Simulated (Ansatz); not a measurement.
## Formation energy and levels of the vacancy V_N in GaN (F-43m)

Charge states of V_N in GaN (F-43m), set against the band edges. Model: a cell of 54 host atoms with 1 N taken out.

Method: place-levels on r2SCAN runs: charge-transition levels and formation energies with image-charge correction and potential alignment at the atomic sites; PAW set soft_1, in Ansatz 0.2.0.

### 1. The starting structure

The cell holds 53 atoms: 27 Ga and 26 N. Its edges and angles: a = 9.542 Å, b = 9.542 Å, c = 9.542 Å, α = 60.0°, β = 60.0°, γ = 60.0°. It derives from GaN (space group F-43m). Nearest the centre at fractional (0.417, 0.417, 0.417): Ga28 at 1.95 Å, Ga32 at 1.95 Å, Ga44 at 1.95 Å, Ga27 at 1.95 Å, N45 at 3.18 Å, N33 at 3.18 Å, N29 at 3.18 Å, N16 at 3.18 Å.

As a file:

```xyz
53
Lattice="0.0000 6.7473 6.7473 6.7473 0.0000 6.7473 6.7473 6.7473 0.0000" Properties=species:S:1:pos:R:3 pbc="T T T"
Ga    0.0000    0.0000    0.0000
N     1.1245    1.1245    1.1245
Ga    2.2491    2.2491    0.0000
N     3.3736    3.3736    1.1245
Ga    4.4982    4.4982    0.0000
N     5.6227    5.6227    1.1245
Ga    2.2491    0.0000    2.2491
N     3.3736    1.1245    3.3736
Ga    4.4982    2.2491    2.2491
N     5.6227    3.3736    3.3736
Ga    6.7473    4.4982    2.2491
N     7.8718    5.6227    3.3736
Ga    4.4982    0.0000    4.4982
N     5.6227    1.1245    5.6227
Ga    6.7473    2.2491    4.4982
N     7.8718    3.3736    5.6227
Ga    8.9964    4.4982    4.4982
N    10.1209    5.6227    5.6227
Ga    0.0000    2.2491    2.2491
N     1.1245    3.3736    3.3736
Ga    2.2491    4.4982    2.2491
N     3.3736    5.6227    3.3736
Ga    4.4982    6.7473    2.2491
N     5.6227    7.8718    3.3736
Ga    2.2491    2.2491    4.4982
N     3.3736    3.3736    5.6227
Ga    4.4982    4.4982    4.4982
Ga    6.7473    6.7473    4.4982
N     7.8718    7.8718    5.6227
Ga    4.4982    2.2491    6.7473
N     5.6227    3.3736    7.8718
Ga    6.7473    4.4982    6.7473
N     7.8718    5.6227    7.8718
Ga    8.9964    6.7473    6.7473
N    10.1209    7.8718    7.8718
Ga    0.0000    4.4982    4.4982
N     1.1245    5.6227    5.6227
Ga    2.2491    6.7473    4.4982
N     3.3736    7.8718    5.6227
Ga    4.4982    8.9964    4.4982
N     5.6227   10.1209    5.6227
Ga    2.2491    4.4982    6.7473
N     3.3736    5.6227    7.8718
Ga    4.4982    6.7473    6.7473
N     5.6227    7.8718    7.8718
Ga    6.7473    8.9964    6.7473
N     7.8718   10.1209    7.8718
Ga    4.4982    4.4982    8.9964
N     5.6227    5.6227   10.1209
Ga    6.7473    6.7473    8.9964
N     7.8718    7.8718   10.1209
Ga    8.9964    8.9964    8.9964
N    10.1209   10.1209   10.1209
```

Screening for the image-charge correction: ε∞ = 6.00, ε0 = 10.56, computed on the host (DFPT, PBEsol, on the r2SCAN cell), and a cell off the functional's own equilibrium shifts the ionic part.

The cell's shortest repeat is 9.5 Å.

### 2. What was run first

Levels follow from differences of total energies between charge states, each relaxed by itself.

Each atom starts 0.05 Å or so off its site in a random direction: a symmetric start keeps its symmetry, and would miss off-centre moves and Jahn–Teller distortions. Forces are taken on a 2×2×2 shifted mesh. The cell holds 1 electron more than the neutral one, with a uniform background that keeps it neutral on the whole.

The sampling was tested on the host first: at the k-points planned (1x1x1 shifted 0.25 0.25 0.25) its energy lies 0.067 eV an atom from the dense-mesh value, so the final energies take a denser sampling.

One state's input; the others differ in charge, spin, start and seed, and in occupations where the table says so.

qm1.relax/input.yaml

```yaml
crystal:
  lattice:
    - [0.0, 6.74729083, 6.74729083]
    - [6.74729083, 0.0, 6.74729083]
    - [6.74729083, 6.74729083, 0.0]
  atoms:
    - { symbol: Ga, position: [0.0, 0.0, 0.0] }
    - { symbol: "N", position: [0.08333333, 0.08333333, 0.08333333] }
    - { symbol: Ga, position: [0.0, 0.0, 0.33333333] }
    - { symbol: "N", position: [0.08333333, 0.08333333, 0.41666667] }
    - { symbol: Ga, position: [0.0, 0.0, 0.66666667] }
    - { symbol: "N", position: [0.08333333, 0.08333333, 0.75] }
    - { symbol: Ga, position: [0.0, 0.33333333, 0.0] }
    - { symbol: "N", position: [0.08333333, 0.41666667, 0.08333333] }
    - { symbol: Ga, position: [0.0, 0.33333333, 0.33333333] }
    - { symbol: "N", position: [0.08333333, 0.41666667, 0.41666667] }
    - { symbol: Ga, position: [0.0, 0.33333333, 0.66666667] }
    - { symbol: "N", position: [0.08333333, 0.41666667, 0.75] }
    - { symbol: Ga, position: [0.0, 0.66666667, 0.0] }
    - { symbol: "N", position: [0.08333333, 0.75, 0.08333333] }
    - { symbol: Ga, position: [0.0, 0.66666667, 0.33333333] }
    - { symbol: "N", position: [0.08333333, 0.75, 0.41666667] }
    - { symbol: Ga, position: [0.0, 0.66666667, 0.66666667] }
    - { symbol: "N", position: [0.08333333, 0.75, 0.75] }
    - { symbol: Ga, position: [0.33333333, 0.0, 0.0] }
    - { symbol: "N", position: [0.41666667, 0.08333333, 0.08333333] }
    - { symbol: Ga, position: [0.33333333, 0.0, 0.33333333] }
    - { symbol: "N", position: [0.41666667, 0.08333333, 0.41666667] }
    - { symbol: Ga, position: [0.33333333, 0.0, 0.66666667] }
    - { symbol: "N", position: [0.41666667, 0.08333333, 0.75] }
    - { symbol: Ga, position: [0.33333333, 0.33333333, 0.0] }
    - { symbol: "N", position: [0.41666667, 0.41666667, 0.08333333] }
    - { symbol: Ga, position: [0.33333333, 0.33333333, 0.33333333] }
    - { symbol: Ga, position: [0.33333333, 0.33333333, 0.66666667] }
    - { symbol: "N", position: [0.41666667, 0.41666667, 0.75] }
    - { symbol: Ga, position: [0.33333333, 0.66666667, 0.0] }
    - { symbol: "N", position: [0.41666667, 0.75, 0.08333333] }
    - { symbol: Ga, position: [0.33333333, 0.66666667, 0.33333333] }
    - { symbol: "N", position: [0.41666667, 0.75, 0.41666667] }
    - { symbol: Ga, position: [0.33333333, 0.66666667, 0.66666667] }
    - { symbol: "N", position: [0.41666667, 0.75, 0.75] }
    - { symbol: Ga, position: [0.66666667, 0.0, 0.0] }
    - { symbol: "N", position: [0.75, 0.08333333, 0.08333333] }
    - { symbol: Ga, position: [0.66666667, 0.0, 0.33333333] }
    - { symbol: "N", position: [0.75, 0.08333333, 0.41666667] }
    - { symbol: Ga, position: [0.66666667, 0.0, 0.66666667] }
    - { symbol: "N", position: [0.75, 0.08333333, 0.75] }
    - { symbol: Ga, position: [0.66666667, 0.33333333, 0.0] }
    - { symbol: "N", position: [0.75, 0.41666667, 0.08333333] }
    - { symbol: Ga, position: [0.66666667, 0.33333333, 0.33333333] }
    - { symbol: "N", position: [0.75, 0.41666667, 0.41666667] }
    - { symbol: Ga, position: [0.66666667, 0.33333333, 0.66666667] }
    - { symbol: "N", position: [0.75, 0.41666667, 0.75] }
    - { symbol: Ga, position: [0.66666667, 0.66666667, 0.0] }
    - { symbol: "N", position: [0.75, 0.75, 0.08333333] }
    - { symbol: Ga, position: [0.66666667, 0.66666667, 0.33333333] }
    - { symbol: "N", position: [0.75, 0.75, 0.41666667] }
    - { symbol: Ga, position: [0.66666667, 0.66666667, 0.66666667] }
    - { symbol: "N", position: [0.75, 0.75, 0.75] }
  host:
    repeats: [3, 3, 3]
    atoms:
      - { symbol: Ga, position: [0.0, 0.0, 0.0] }
      - { symbol: "N", position: [0.25, 0.25, 0.25] }
total_charge: -1
basis:
  ecutwfc: 500
  xc_grid: 2
hamiltonian:
  xc: r2scan
  pseudopotentials: { kind: paw, azcp: { folder: soft_1 } }
kpoints:
  mp_grid: { grid: [2, 2, 2], shift: [0.5, 0.5, 0.5] }
scf:
  occupations: { method: fixed }
  max_iter: 60
output:
  forces: true
  charged_corrections:
    epsilon: 6.0
    static_epsilon: 10.56
    defect_position: [0.416667, 0.416667, 0.416667]
relax:
  f_tol: 0.02
  max_steps: 80
  random_displacement: { amplitude: 0.05, seed: 997 }
checkpoint:
  write: "../qm1.relax.run"
  compress: false
  write_wavefunctions: true
  write_every: 100000
```

On the command line:

```console
ansatz run input.yaml --threads 4 --pin off --max-ram 15073MiB --backend cpu --events-out ev --progress --plain --runs-dir out
```

The run of this state that the levels use, under r2SCAN:

qm1.point/input.yaml

```yaml
crystal:
  checkpoint: "../qm1.relax.run"
  host: checkpoint
total_charge: -1
basis:
  ecutwfc: 500
  xc_grid: 2
hamiltonian:
  xc: r2scan
  pseudopotentials: { kind: paw, azcp: { folder: soft_1 } }
kpoints:
  mp_grid: { grid: [2, 2, 2], shift: [0.5, 0.5, 0.5] }
scf:
  occupations: { method: fixed }
  max_iter: 60
output:
  forces: true
  eigenvalues: true
  charged_corrections:
    epsilon: 6.0
    static_epsilon: 10.56
    defect_position: [0.416667, 0.416667, 0.416667]
  eigenstates: { localisation: true }
  populations: true
  band_densities: [{ bands: [v1, v1] }, { bands: [c1, c1] }]
  write_density: true
  write_potential: true
  volumetric_format: npy
checkpoint:
  read: "../qm1.relax.run"
  write: "../qm1.point.run"
  compress: false
  write_wavefunctions: false
  write_every: 100000
```

Relaxations under r2SCAN at a 2×2×2 shifted mesh; times on 4 threads of Intel Xeon 6975P-C (Granite Rapids), shared host:

```csv
charge,moment (μB),occupations,outcome,steps,largest displacement against the far atoms (Å),time
−1,0,fixed,converged,16,0.28,9.5 min
0,1,fixed,converged,14,0.12,20 min
+1,0,fixed,converged,4,0.03,3.1 min
+2,1,fixed,converged,6,0.19,9.5 min
+3,0,fixed,converged,6,0.36,4.4 min
−1,2,fixed,converged,8,0.18,13 min
```

Single points under r2SCAN at a 2×2×2 shifted mesh; times on 4 threads of Intel Xeon 6975P-C (Granite Rapids), shared host:

```csv
charge,moment (μB),occupations,outcome,time
−1,0,fixed,converged,30 s
0,1,fixed,converged,71 s
+1,0,fixed,converged,32 s
+2,1,fixed,converged,76 s
+3,0,fixed,converged,33 s
−1,2,fixed,converged,73 s
```

Distances (Å) from the ideal centre to the nearest atoms after relaxation with r2SCAN:

```csv
charge,moment (μB),1.,2.,3.,4.,5.,6.
−1,0,Ga 1.82,Ga 1.82,Ga 1.82,Ga 1.82,N 3.07,N 3.07
−1,2,Ga 1.79,Ga 1.80,Ga 1.84,Ga 1.86,N 3.12,N 3.13
0,1,Ga 1.88,Ga 1.89,Ga 1.90,Ga 1.90,N 3.11,N 3.12
+1,0,Ga 1.97,Ga 1.97,Ga 1.98,Ga 1.98,N 3.16,N 3.16
+2,1,Ga 2.13,Ga 2.14,Ga 2.14,Ga 2.14,N 3.17,N 3.17
+3,0,Ga 2.30,Ga 2.31,Ga 2.31,Ga 2.31,N 3.17,N 3.17
```

### 3. Placing the levels, r2SCAN

A charged cell interacts with its images and the background, and its potential has another zero than the host's. place-levels removes the first by a point-charge model, screened by the static dielectric constant since the ions have relaxed around the charge, and the second by comparing potentials at atoms far from the defect.

The host is a run of the defect-free crystal in the same cutoffs, grids and k-points, so that basis and sampling errors cancel in part in the differences. The host is run in a cell of 2 atoms on a matching mesh. Its band edges are searched through the zone by a band path, so the gap is smaller than, or equal to, that on the mesh. Chemical potentials are energies per atom of N (N2 molecule), run with the same functional and cutoff.

levels.point.yaml

```yaml
host:
  run: host.point.run
states: [qm1.point.run, q0_M1.point.run, qp1.point.run, qp2_M1.point.run, qp3.point.run, qm1_M2.point.run]
geometry_from:
  qm1.point.run: qm1.relax.run
  q0_M1.point.run: q0_M1.relax.run
  qp1.point.run: qp1.relax.run
  qp2_M1.point.run: qp2_M1.relax.run
  qp3.point.run: qp3.relax.run
  qm1_M2.point.run: qm1_M2.relax.run
  host.point.run: host.relax.run
chemical_potentials:
  "N":
    energy: -384.814403
    dataset: "<sha256 of the dataset>"
epsilon: 6.0
static_epsilon: 10.56
vertical:
  - { from: qm1.point.run, to: qm1.point_neutral.run }
  - { from: qp1.point.run, to: qp1.point_neutral.run }
  - { from: qp2_M1.point.run, to: qp2_M1.point_neutral.run }
  - { from: qp3.point.run, to: qp3.point_neutral.run }
  - { from: qm1_M2.point.run, to: qm1_M2.point_neutral.run }
```

On the command line:

```console
ansatz place-levels levels.point.yaml -- --threads 4 --pin off --max-ram 15073MiB
```

Numbers of over 12 decimals in the logs are rounded to 6 here.

The log of the run:

```text
[... repeated set-up lines and file paths are left out, and long positions are rounded to six places ...]
(+3/+2) 0.327 eV beneath the valence edge, in the valence band
(+2/+1) 0.206 eV beneath the valence edge, in the valence band
(+1/0) 2.389 eV above the valence edge, in the conduction band
(0/-1) 2.639 eV above the valence edge (+2.692 eV without the band-filling correction), in the conduction band
formation energy of charge +3: +2.347 eV with the Fermi level at the valence edge
formation energy of charge +2: +2.020 eV with the Fermi level at the valence edge
formation energy of charge +1: +1.813 eV with the Fermi level at the valence edge
formation energy of charge 0: +4.202 eV with the Fermi level at the valence edge
formation energy of charge -1: +6.842 eV with the Fermi level at the valence edge
vertical -1 to 0: no energy, since no alignment is typed
  the change from vertical[0].from (qm1.point.run) to vertical[0].to (qm1.point_neutral.run): by its potential at epsilon 6 it stands at 0.415 0.415 0.415, with an rms radius of about 2.0 Å (1.1 1.1 1.1 Å across the planes of the cell's vectors); [...]
vertical +1 to 0: no energy, since no alignment is typed
  the change from vertical[1].from (qp1.point.run) to vertical[1].to (qp1.point_neutral.run): by its potential at epsilon 6 it stands at 0.415 0.414 0.414, with an rms radius of about 2.6 Å (1.5 1.5 1.5 Å across the planes of the cell's vectors); [...]
vertical +2 to 0: no energy, since no alignment is typed
  the change from vertical[2].from (qp2_M1.point.run) to vertical[2].to (qp2_M1.point_neutral.run): by its potential at epsilon 6 it stands at 0.408 0.407 0.407, with an rms radius of about 2.3 Å (1.3 1.3 1.3 Å across the planes of the cell's vectors); [...]
vertical +3 to 0: no energy, since no alignment is typed
  the change from vertical[3].from (qp3.point.run) to vertical[3].to (qp3.point_neutral.run): by its potential at epsilon 6 it stands at 0.397 0.398 0.398, with an rms radius of about 2.2 Å (1.2 1.2 1.2 Å across the planes of the cell's vectors); [...]
vertical -1 to 0: no energy, since no alignment is typed
  the change from vertical[4].from (qm1_M2.point.run) to vertical[4].to (qm1_M2.point_neutral.run): by its potential at epsilon 6 it stands at 0.410 0.416 0.410, with an rms radius of about 1.8 Å (0.9 1.3 0.8 Å across the planes of the cell's vectors); [...]
  edges by r2scan, gap 2.168 eV; the host is sampled to repeats of 19.08 Å
  the defect's cells are sampled to repeats of 19.08 Å, like sampling
  charge +3: -112403.3464 eV with its correction of +1.307 eV, at epsilon 10.56, aligned at sites: -0.2591 eV, mean over 19 atomic sites at or beyond 4.77 Å from the defect at [0.4167, 0.4167, 0.4167], with +0.000000 for the charge's moments and without [...]
  charge +2: -112394.2238 eV with its correction of +0.492 eV, at epsilon 10.56, aligned at sites: -0.2174 eV, mean over 19 atomic sites at or beyond 4.77 Å from the defect at [0.4167, 0.4167, 0.4167], with +0.000000 for the charge's moments and without [...]
  charge +1: -112384.9805 eV with its correction of +0.058 eV, at epsilon 10.56, aligned at sites: -0.1739 eV, mean over 19 atomic sites at or beyond 4.77 Å from the defect at [0.4167, 0.4167, 0.4167], with +0.000000 for the charge's moments and without [...]
  charge 0: +0.000 eV for its dipole among its images, +0.000 omitted
  charge -1: -112360.9999 eV with its correction of +0.350 eV, at epsilon 10.56, aligned at sites: -0.1186 eV, mean over 19 atomic sites at or beyond 4.77 Å from the defect at [0.4167, 0.4167, 0.4167], with +0.000000 for the charge's moments and without [...]
  charge -1: states[5] (qm1_M2.point.run) stands 0.350 eV higher, with a moment of 2.00 μB against 0.00
  of states[4] (qp3.point.run): it parts from the run that its charge is read beside by 3 carriers, of which the mean alone is read, by its potential at epsilon 6, taken for that of held ions (one typed too small widens it): that is narrow, but one of them [...]
  of states[3] (qp2_M1.point.run): it parts from the run at its places by a charge that spreads by about 1.3 Å along one vector (1.3 Å or more is wide), by its potential at epsilon 6, taken for that of held ions (one typed too small widens it), where the cell [...]
  of states[2] (qp1.point.run): it parts from the run at its places by a charge that spreads by about 1.5 Å along one vector (1.3 Å or more is wide), by its potential at epsilon 6, taken for that of held ions (one typed too small widens it), where the cell [...]
  of states[1] (q0_M1.point.run): its alignment with the host at atomic sites is doubtful: the mean over the far sites moves by -0.0563 eV from their farther parts to their nearer, more than 0.05 eV. [...]
  of states[0] (qm1.point.run): a band-filling correction moves a carrier to the host's band edge, which changes its energy by -0.053 eV
  of states[5] (qm1_M2.point.run): stability_check_not_made
  of vertical[0].to (qm1.point_neutral.run): stability_check_not_made
  of vertical[1].from (qp1.point.run): it parts from the run at its places by a charge that spreads by about 1.5 Å along one vector (1.3 Å or more is wide), by its potential at epsilon 6, taken for that of held ions (one typed too small widens it), where the [...]
  of vertical[1].to (qp1.point_neutral.run): stability_check_not_made
  of vertical[2].from (qp2_M1.point.run): stability_check_not_made; [...]
  of vertical[2].to (qp2_M1.point_neutral.run): stability_check_not_made
  of vertical[3].from (qp3.point.run): its displacements don't fall off away from the defect: farther atoms stand 0.011 Å off the host's places. [...]
  of vertical[3].to (qp3.point_neutral.run): its displacements don't fall off away from the defect: farther atoms stand 0.011 Å off the host's places. [...]
  of vertical[4].from (qm1_M2.point.run): stability_check_not_made
  of vertical[4].to (qm1_M2.point_neutral.run): stability_check_not_made
```

The job ended after 0.7 s (4 threads of Intel Xeon 6975P-C (Granite Rapids), shared host).

Under r2SCAN the gap is 2.17 eV, (+3/+2) -0.33 (outside the gap), (+2/+1) -0.21 (outside the gap), (+1/0) 2.39 (outside the gap), (0/−1) 2.64 (outside the gap) (with band filling) eV.

(Continued in part 2 of 2.)

[Logs are printed without paths, hosts, clocks, repeated set-up lines and the standing remarks that a program may print on its own settings, such as how far it seeks lower states.]

[Hosts, paths, dates, database ids (printed as entryN), source tags and the programs' standing remarks are cut or masked in the printed files.]

[Where a table of states has a column of steps, it counts the stored structures, which are thinned; the runs took as many ionic steps or more.]

[A defect's name tells the site on which it was built; relaxed atoms can leave that site.]

[For some hosts the program warned that the k-mesh of the response run may be too coarse for force constants and the static dielectric constant; such warnings are not shown here.]
